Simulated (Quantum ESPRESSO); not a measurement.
# Collinear magnetic orders of CoO with Quantum ESPRESSO

Wanted: the moments of CoO and the energy of each order that was tried.

Program: Quantum ESPRESSO 7.5. Level of theory: PBE with U = 3.5 eV on Co d (ortho-atomic projectors); plane waves with GBRV 1.5 PBE potentials, no spin-orbit coupling. Results are calculated unless marked as measured.

This is a report of a sequence of runs, with most program output left out.

**1. The starting structure**

Symmetry: Fm-3m, No. 225, cubic system. Conventional cell: a = 4.263 Å, b = 4.263 Å, c = 4.263 Å, α = 90.00°, β = 90.00°, γ = 90.00°. Nearest to Co lie 6 O at 2.13 Å. Nearest to O lie 6 Co at 2.13 Å. Farther neighbours and most contacts between anions are not listed.

The cell comes from the Crystallography Open Database.

**2. Run 1, typed as ferro +**

The signs are those of the starting moments on the seeded atoms, the atoms that are given a moment.

pw.in reads:

```
&CONTROL
  calculation = 'scf'
  prefix = 'pwscf'
  outdir = './tmp'
  pseudo_dir = './pseudo'
  disk_io = 'nowf'
/
&SYSTEM
  ibrav = 0
  celldm(1) = 8
  nat = 2
  ntyp = 2
  ecutwfc = 40
  ecutrho = 280
  nbnd = 20
  occupations = 'smearing'
  smearing = 'fd'
  degauss = 0.00367493
  nspin = 2
  starting_magnetization(1) = 0.1765
  starting_magnetization(2) = 0
/
&ELECTRONS
  conv_thr = 4d-09
  electron_maxstep = 150
  mixing_beta = 0.3
/
ATOMIC_SPECIES
Co     58.9332 co_pbe_v1.2.uspp.F.UPF
O      15.9990 o_pbe_v1.2.uspp.F.UPF
CELL_PARAMETERS alat
   0.0000000000000    0.5034939043300    0.5034939043300
   0.5034939043300    0.0000000000000    0.5034939043300
   0.5034939043300    0.5034939043300    0.0000000000000
ATOMIC_POSITIONS crystal
Co      0.0000000000    0.0000000000    0.0000000000
O       0.5000000000    0.5000000000    0.5000000000
K_POINTS automatic
10 10 10 0 0 0
HUBBARD {ortho-atomic}
U Co-3d 3.5000
```

The run is started by

```bash
OMP_NUM_THREADS=1 mpirun -n 4 pw.x -nk 4 -in pw.in > pw.out
```

Wall time 7.1 s (4 MPI ranks of Intel Xeon Platinum 8488C (Sapphire Rapids), shared host); peak memory 0.31 GiB; 27 s of CPU time.

Spin moment in the atom's sphere by atom:

| atom | spin moment in the atom's sphere (μB) |
| --- | --- |
| Co1 | 2.61 |
| O2 | 0.28 |

This step gave:

| Property | Result |
| --- | --- |
| smearing term TS | 0.03603 eV |
| magnetization | 2.991 μB |
| absolute magnetization | 3.019 μB |
| final state | ferromagnetic |

Spin density in the ac plane of the conventional cell at fractional y = 0.000, with atoms of Co and O within 0.2 Å of it.

Ten even steps from '0' (0.00 × 1e0 e/Å³) to '9' (8.19 × 1e0 e/Å³), each cell a mean:
```
62000000000014
20000000000001
00000000000000
00000000000000
00000000000000
00000024100000
00000269400000
00000146200000
00000012000000
00000000000000
00000000000000
00000000000000
41000000000002
94000000000026
```
Columns run along a (4.3 Å), rows up along c (4.3 Å), edges of the conventional cell, whose origin can differ from the input's. Atoms in or near the plane, at fractional coordinates: Co at (0.00, 0.00), Co at (0.50, 0.50), O at (0.50, 0.00), O at (0.00, 0.50).

Valence density in the ac plane of the conventional cell at fractional y = 0.000, with atoms of Co and O within 0.2 Å of it. It is the smooth field of the valence electrons, not physical close to the nuclei.

Ten steps, logarithmic in the rise over the least value, from '0' (0 e/Å³) to '9' (42 e/Å³), each cell a mean:
```
97311355421158
54100234310025
11000011100001
10000011000001
32100133210012
54201477620134
65311599731145
54211589731135
43100255410023
11000011100001
10000011000001
32100123210013
76201345420147
97311456531159
```
Columns run along a (4.3 Å), rows up along c (4.3 Å), edges of the conventional cell, whose origin can differ from the input's. Atoms in or near the plane, at fractional coordinates: Co at (0.00, 0.00), Co at (0.50, 0.50), O at (0.50, 0.00), O at (0.00, 0.50).

**3. Start 2: antiferro q=(0,0,1/2) +−**

The cell is doubled to 4 atoms to hold this order. The wavevector q is in fractions of the reciprocal vectors of the crystal's primitive cell, as the cells of these inputs are built from it; moments change sign between cells as cos(2π q·R).

pw.in reads:

```
&CONTROL
  calculation = 'scf'
  prefix = 'pwscf'
  outdir = './tmp'
  pseudo_dir = './pseudo'
  disk_io = 'nowf'
/
&SYSTEM
  ibrav = 0
  celldm(1) = 8
  nat = 4
  ntyp = 3
  ecutwfc = 40
  ecutrho = 280
  nbnd = 32
  occupations = 'smearing'
  smearing = 'fd'
  degauss = 0.00367493
  nspin = 2
  starting_magnetization(1) = 0.1765
  starting_magnetization(2) = -0.1765
  starting_magnetization(3) = 0
/
&ELECTRONS
  conv_thr = 8d-09
  electron_maxstep = 150
  mixing_beta = 0.3
/
ATOMIC_SPECIES
Co1    58.9332 co_pbe_v1.2.uspp.F.UPF
Co2    58.9332 co_pbe_v1.2.uspp.F.UPF
O      15.9990 o_pbe_v1.2.uspp.F.UPF
CELL_PARAMETERS alat
   0.0000000000000    0.5034939043300    0.5034939043300
   0.5034939043300    0.0000000000000    0.5034939043300
   1.0069878086600    1.0069878086600    0.0000000000000
ATOMIC_POSITIONS crystal
Co1     0.0000000000    0.0000000000    0.0000000000
Co2     0.0000000000    0.0000000000    0.5000000000
O       0.5000000000    0.5000000000    0.2500000000
O       0.5000000000    0.5000000000    0.7500000000
K_POINTS automatic
10 10 5 0 0 0
HUBBARD {ortho-atomic}
U Co1-3d 3.5000
U Co2-3d 3.5000
```

Elapsed: 27 s, on 4 MPI ranks; peak memory 0.44 GiB.

Spin moment in the atom's sphere by atom:

| atom | spin moment in the atom's sphere (μB) |
| --- | --- |
| Co1 | 2.55 |
| Co2 | -2.55 |
| O3 | 0.00 |
| O4 | 0.00 |

Read from the output:

| Quantity | Value |
| --- | --- |
| smearing term TS | 0.06583 eV |
| magnetization | 0 μB |
| absolute magnetization | 5.441 μB |
| final state | antiferromagnetic |

Spin density in the ac plane at fractional y = 0.000, with atoms of Co within 0.2 Å of it.

Ten even steps from '_' (-9.38 × 1e0 e/Å³) to '@' (9.38 × 1e0 e/Å³), each cell a mean:
```
%%%%**++++++++++====++++++++++**
++**++++++++++++======++++++++++
++++++++++++++++========++++++++
++++++++++++++++============++++
++++++++++++++++====++++++++++++
++++============++++++++++++++++
================================
======++++++++++++==============
========++++++++++==============
==========++++++++==============
::--========++++++==========--::
__..--========++++++========--..
....--==========++++==========--
==--============++++++==========
================++++++++========
================++++++++++++====
================++++============
====++++++++++++================
++++++++++++++++++++++++++++++++
++++++============++++++++++++++
++++++++==========++++++++++++++
++++++++++========++++++++++++++
##**++++++++======++++++++++**##
@@%%**++++++++======++++++++**%%
```
Columns run along a (3.0 Å), rows up along c (6.0 Å). Atoms in or near the plane, at fractional coordinates: Co at (0.00, 0.00), Co at (0.00, 0.50).

Valence density in the ac plane at fractional y = 0.000, with atoms of Co within 0.2 Å of it. It is the smooth field of the valence electrons, not physical close to the nuclei.

Ten steps, logarithmic in the rise over the least value, from '0' (0 e/Å³) to '9' (48 e/Å³), each cell a mean:
```
9986310000001357
6775310000000135
3444210000000012
0111100000000000
0000000000000000
0000000000000000
0000000000000000
0000000000001111
2100000000012333
6421000000013566
8752100000013689
9974200000012579
9986310000001357
6775310000000135
3444210000000012
0111100000000000
0000000000000000
0000000000000000
0000000000000000
0000000000001111
2100000000012333
6421000000013566
8752100000013689
9974200000012579
```
Columns run along a (3.0 Å), rows up along c (6.0 Å). Atoms in or near the plane, at fractional coordinates: Co at (0.00, 0.00), Co at (0.00, 0.50).

**4. Run 3 (antiferro q=(0,1/2,1/2) +−)**

This order needs a doubled cell of 4 atoms.

Changes to pw.in since step 3:

```diff
@@ -34,11 +34,11 @@
    0.0000000000000    0.5034939043300    0.5034939043300
-   0.5034939043300    0.0000000000000    0.5034939043300
-   1.0069878086600    1.0069878086600    0.0000000000000
+   1.0069878086600    0.0000000000000    1.0069878086600
+   1.0069878086600    0.5034939043300    0.5034939043300
 ATOMIC_POSITIONS crystal
 Co1     0.0000000000    0.0000000000    0.0000000000
-Co2     0.0000000000    0.0000000000    0.5000000000
-O       0.5000000000    0.5000000000    0.2500000000
-O       0.5000000000    0.5000000000    0.7500000000
+Co2     0.0000000000    0.5000000000    0.0000000000
+O       0.5000000000    0.0000000000    0.5000000000
+O       0.5000000000    0.5000000000    0.5000000000
 K_POINTS automatic
-10 10 5 0 0 0
+10 5 10 0 0 0
 HUBBARD {ortho-atomic}
```

The job ended after 52 s (4 MPI ranks; peak memory 0.5 GiB).

Spin moment in the atom's sphere by atom:

| atom | spin moment in the atom's sphere (μB) |
| --- | --- |
| Co1 | 2.40 |
| Co2 | -2.40 |
| O3 | -0.05 |
| O4 | 0.05 |

Read from the output:

```yaml
smearing_term_ts: 0.07751 eV
magnetization: 0 μB
absolute_magnetization: 5.152 μB
final_state: antiferromagnetic
```

**5. Run 4, typed as no spin polarisation**

pw.in reads:

```
&CONTROL
  calculation = 'scf'
  prefix = 'pwscf'
  outdir = './tmp'
  pseudo_dir = './pseudo'
  disk_io = 'nowf'
/
&SYSTEM
  ibrav = 0
  celldm(1) = 8
  nat = 2
  ntyp = 2
  ecutwfc = 40
  ecutrho = 280
  nbnd = 18
  occupations = 'smearing'
  smearing = 'fd'
  degauss = 0.00367493
/
&ELECTRONS
  conv_thr = 4d-09
  electron_maxstep = 150
  mixing_beta = 0.3
/
ATOMIC_SPECIES
Co     58.9332 co_pbe_v1.2.uspp.F.UPF
O      15.9990 o_pbe_v1.2.uspp.F.UPF
CELL_PARAMETERS alat
   0.0000000000000    0.5034939043300    0.5034939043300
   0.5034939043300    0.0000000000000    0.5034939043300
   0.5034939043300    0.5034939043300    0.0000000000000
ATOMIC_POSITIONS crystal
Co      0.0000000000    0.0000000000    0.0000000000
O       0.5000000000    0.5000000000    0.5000000000
K_POINTS automatic
10 10 10 0 0 0
HUBBARD {ortho-atomic}
U Co-3d 3.5000
```

Elapsed: 3.5 s, on 4 MPI ranks; peak memory 0.29 GiB.

This step gave:

- smearing term TS: 0.02374 eV
- final state: non-magnetic (no spin polarisation)

**6. Ranking**

An order is kept where moments of 0.15 μB or more survive with the typed signs; meshes match where a doubled cell samples the same k points as the first cell.

Orders:

| start | final state | typed order kept | energy over the lowest (meV a seeded atom) | largest site moment (μB) | net moment (μB a cell of the first run) | mesh matched | CPU time (s) |
| --- | --- | --- | --- | --- | --- | --- | --- |
| ferro + | ferromagnetic | yes | 39.41 | 2.611 | 2.991 | yes | 27.44 |
| antiferro q=(0,0,1/2) +- | antiferromagnetic | yes | 0 | 2.55 | 0 | yes | 107.9 |
| antiferro q=(0,1/2,1/2) +- | antiferromagnetic | yes | 81.93 | 2.395 | 0 | yes | 206.1 |
| no spin polarisation | non-magnetic | - | 768.2 | 0 | 0 | yes | 13.23 |

**7. Occupations of the corrected shells in the lowest state**

Occupations of the Hubbard shells:

| block | type | shell | spin | electrons | occupation numbers |
| --- | --- | --- | --- | --- | --- |
| 1 | Co1 | 3d | up | 4.963 | 0.989 0.989 0.995 0.995 0.995 |
| 1 | Co1 | 3d | down | 2.343 | 0.143 0.143 0.671 0.671 0.715 |
| 2 | Co2 | 3d | up | 2.343 | 0.143 0.143 0.671 0.671 0.715 |
| 2 | Co2 | 3d | down | 4.963 | 0.989 0.989 0.995 0.995 0.995 |

**8. Summary of results**

| Quantity | Value |
| --- | --- |
| lowest state found | antiferromagnetic (from antiferro q=(0,0,1/2) +-) |
| largest site moment | 2.55 μB |
| next state with moments | ferromagnetic, 39.4 meV a seeded atom higher |
| state without moments (under the same U) | 768 meV a seeded atom higher |

What this shows: Under a U the spinless run pays the Hubbard penalty of a partly filled shell, so its energy overstates what forming the moments gains. This is the lowest of 4 collinear or spinless starts, no proof of the ground state. The smearing term is large for its width, so states at the Fermi level are partly filled: at this level the cell is a metal or has a gap of a few widths at most. Degenerate orbitals of a corrected shell are partly filled. Whether a state of lower symmetry lies under this one was not tested; under a U it often does.

[Logs and program files are shortened in this print: banners, set-up blocks, solver, clock and traceback lines can be left out without a mark of their own.]

[Logs are printed without paths, hosts, clocks, repeated set-up lines and the standing remarks that a program may print on its own settings, such as how far it seeks lower states.]

[Hosts, paths, dates, database ids (printed as entryN), source tags and the programs' standing remarks are cut or masked in the printed files.]

[Where a cell is said to come from a database of computed structures, the database is the Materials Project.]
